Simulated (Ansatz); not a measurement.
## Starting-point dependence of the GW gap of ZnSe (Stilleite)

One-shot GW is not self-consistent; how far does the start matter for ZnSe (Stilleite)?

Program: Ansatz 0.2.0. Level of theory: G0W0 on several functionals, plane waves, PAW. Results are calculated unless marked as measured.

Most raw output is cut from this account.

In doubt: masses and optical values from hybrid runs of this build are listed as unsure (steps 3, 4), which bears on the screening that GW takes from such a start.

### 1. The structure

It takes space group F-43m (No. 216, cubic). The conventional cell has a = 5.668 Å, b = 5.668 Å, c = 5.668 Å, α = 90.00°, β = 90.00°, γ = 90.00°. Nearest to Zn lie 4 Se at 2.45 Å. Nearest to Se lie 4 Zn at 2.45 Å. Farther neighbours and most contacts between anions are not listed.

As a file:

```cif
data_structure
_symmetry_space_group_name_H-M 'F-43m'
_symmetry_Int_Tables_number 216
_cell_length_a 5.6676
_cell_length_b 5.6676
_cell_length_c 5.6676
_cell_angle_alpha 90.000
_cell_angle_beta 90.000
_cell_angle_gamma 90.000
_cell_volume 182.05
loop_
_atom_site_label
_atom_site_type_symbol
_atom_site_symmetry_multiplicity
_atom_site_Wyckoff_symbol
_atom_site_fract_x
_atom_site_fract_y
_atom_site_fract_z
_atom_site_occupancy
Zn1 Zn 4 a 0.00000 0.00000 0.00000 1
Se1 Se 4 d 0.25000 0.25000 0.75000 1
```

The cell and positions come from the Crystallography Open Database and are kept as given unless a step says otherwise. The default PAW set here is soft_2. Its files were made with PBE.

### 2. G0W0 on PBE

Now the one-shot GW correction: screening in the RPA, then the self-energy of the levels asked for.

This step: G0W0 on PBE, plane waves, PAW.

Input file input.yaml:

```yaml
crystal:
  lattice:
    - [0.0, 2.8338, 2.8338]
    - [2.8338, 0.0, 2.8338]
    - [2.8338, 2.8338, 0.0]
  atoms:
    - { symbol: Zn, position: [0.0, 0.0, 0.0] }
    - { symbol: Se, position: [0.25, 0.25, 0.25] }
kpoints:
  mp_grid: { grid: [6, 6, 6] }
hamiltonian:
  xc: pbe
scf:
  occupations: { method: fixed }
gw:
  n_empty_bands: 135
  ecut_chi: 120
  qp_bands: [v2, c2]
  qp_kpoints: band_edges
  screening: { model: contour_deformation }
```

Run with:

```bash
$ ansatz run input.yaml --threads 3 --pin off --max-ram 92160MiB --backend cuda --events-out ev --progress --plain --runs-dir out --devices 1 --max-vram 13GiB
```

It took 19 s on 1 × NVIDIA H100 80GB HBM3 (shared by 6 runs) with 3 threads of AMD EPYC 7R13 (Zen 3), shared host; peak memory 1.1 GiB.

Numbers from this step:

```
bands summed                                 : 149
RPA ε∞ on this mesh (eigenvalues)            : 8.519, 8.519, 8.519
plane waves in the screening matrix          : 137
q-points in the mesh                         : 216
G0W0 gap on the mesh                         : 2.374 eV
k of the valence top                         : 0, 0, 0
k of the conduction bottom                   : 0, 0, 0
starting gap on the mesh                     : 1.287 eV
Z at the valence top                         : 0.7640
Z at the conduction bottom                   : 0.7922
least direct G0W0 gap on the computed points : 2.374 eV
```

The gap on the mesh goes from 1.29 eV to 2.37 eV, a correction of +1.09 eV. Between the two edge states, bare exchange in place of the xc potential would open the gap by 6.94 eV, and correlation takes back 5.86 eV.

### 3. G0W0 on HSE06

One-shot GW remembers its start. Another functional's orbitals and levels show by how much.

This step: G0W0 on HSE06, plane waves, PAW.

Edit input.yaml of step 2 so:

```diff
@@ -11,3 +11,3 @@
 hamiltonian:
-  xc: pbe
+  xc: hse06
 scf:
```

Wall time 38 s (1 × NVIDIA H100 80GB HBM3 (shared by 6 runs) with 3 threads); peak memory 1.4 GiB; 52 s of CPU time.

Numbers from this step:

```
bands summed                                 : 149
RPA ε∞ on this mesh (eigenvalues)            : 5.502, 5.502, 5.502
plane waves in the screening matrix          : 137
q-points in the mesh                         : 216
G0W0 gap on the mesh                         : 2.943 eV
k of the valence top                         : 0, 0, 0
k of the conduction bottom                   : 0, 0, 0
starting gap on the mesh                     : 2.415 eV
Z at the valence top                         : 0.7999
Z at the conduction bottom                   : 0.8247
least direct G0W0 gap on the computed points : 2.943 eV
```

Against the run with 6×6×6 mesh, 135 empty bands, screening to 120 eV on PBE, the gap moves by +0.57 eV, while the start moved by +1.13 eV.

### 4. G0W0 on PBE0

This step: G0W0 on PBE0, plane waves, PAW.

Edit input.yaml of step 3 so:

```diff
@@ -11,3 +11,3 @@
 hamiltonian:
-  xc: hse06
+  xc: pbe0
 scf:
```

The job ended after 48 s (1 × NVIDIA H100 80GB HBM3 (shared by 6 runs) with 3 threads; peak memory 1.3 GiB).

This step gave:

```
bands summed                                 : 149
RPA ε∞ on this mesh (eigenvalues)            : 4.965, 4.965, 4.965
plane waves in the screening matrix          : 137
G0W0 gap on the mesh                         : 3.127 eV
k of the valence top                         : 0, 0, 0
k of the conduction bottom                   : 0, 0, 0
starting gap on the mesh                     : 3.039 eV
least direct G0W0 gap on the computed points : 3.127 eV
```

Against the run with 6×6×6 mesh, 135 empty bands, screening to 120 eV on HSE06, the gap moves by +0.18 eV, while the start moved by +0.62 eV.

### 5. Side by side

All on the 6×6×6 mesh with 135 empty bands and screening to 120 eV. Times are wall times on 1 × NVIDIA H100 80GB HBM3 (shared by 6 runs) with 3 threads of AMD EPYC 7R13 (Zen 3), shared host, good to a factor of about two.

| start | starting gap (eV) | shift (eV) | G0W0 gap (eV) | RPA ε∞ (harmonic mean) | Z (valence, conduction) | time |
| --- | --- | --- | --- | --- | --- | --- |
| PBE | 1.29 | +1.09 | 2.37 | 8.52 | 0.76, 0.79 | 19 s |
| HSE06 | 2.42 | +0.53 | 2.94 | 5.50 | 0.80, 0.82 | 38 s |
| PBE0 | 3.04 | +0.09 | 3.13 | 4.97 | 0.81, 0.84 | 48 s |

The parts of the quasiparticle energy at the two band edges (eV; QP = start + Σx + Σc − Vxc):

| run | edge | start | Σx | Σc | Vxc | Z | QP |
| --- | --- | --- | --- | --- | --- | --- | --- |
| PBE | valence top | 6.78 | -21.80 | 2.15 | -18.87 | 0.76 | 6.01 |
| PBE | conduction bottom | 8.07 | -9.78 | -3.71 | -13.80 | 0.79 | 8.38 |
| HSE06 | valence top | 6.14 | -20.83 | 1.79 | -18.67 | 0.80 | 5.77 |
| HSE06 | conduction bottom | 8.55 | -9.18 | -3.65 | -12.99 | 0.82 | 8.72 |
| PBE0 | valence top | 5.79 | -20.83 | 1.71 | -19.01 | 0.81 | 5.67 |
| PBE0 | conduction bottom | 8.83 | -9.17 | -3.58 | -12.72 | 0.84 | 8.80 |

For a hybrid start, Vxc holds its share of exact exchange.

### 6. What came out

* G0W0@PBE: 2.37 eV (start 1.29 eV)
* G0W0@HSE06: 2.94 eV (start 2.42 eV)
* G0W0@PBE0: 3.13 eV (start 3.04 eV)
* known limits: not at the basis limit; no spin-orbit coupling

What this shows: The starting gaps span 1.75 eV and the G0W0 gaps 0.75 eV. Between PBE and PBE0, 0.75 eV of the 1.75 eV survives, 43 %. PBE0 screens less than PBE (ε∞ 4.97 against 8.52). Of the 0.75 eV by which its G0W0 gap is higher, the correlation part gives +0.57 eV, and exchange with the one-particle terms, which follow the orbitals, +0.18 eV. The smallest correction, +0.09 eV, is on PBE0, the start nearest to reproducing itself. Bands and cutoff are finite, so the gap is not at the basis limit. The miss can reach some tenths of an eV and take either sign; the mesh is an error of its own. The many-body steps are scalar-relativistic: spin-orbit coupling is not in them.

[Paths, hosts, dates, memory and timing lines, banners, echoed tables and standing remarks are left out of the program output.]

[Logs are printed without paths, hosts, clocks, repeated set-up lines and the standing remarks that a program may print on its own settings, such as how far it seeks lower states.]

[Runs of the session that timed out or met a known fault of the program may be left out.]

[Cells called generated may have been cut or substituted from an entry of the Crystallography Open Database or the Materials Project.]

[Hosts, paths, dates, database ids (printed as entryN), source tags and the programs' standing remarks are cut or masked in the printed files.]
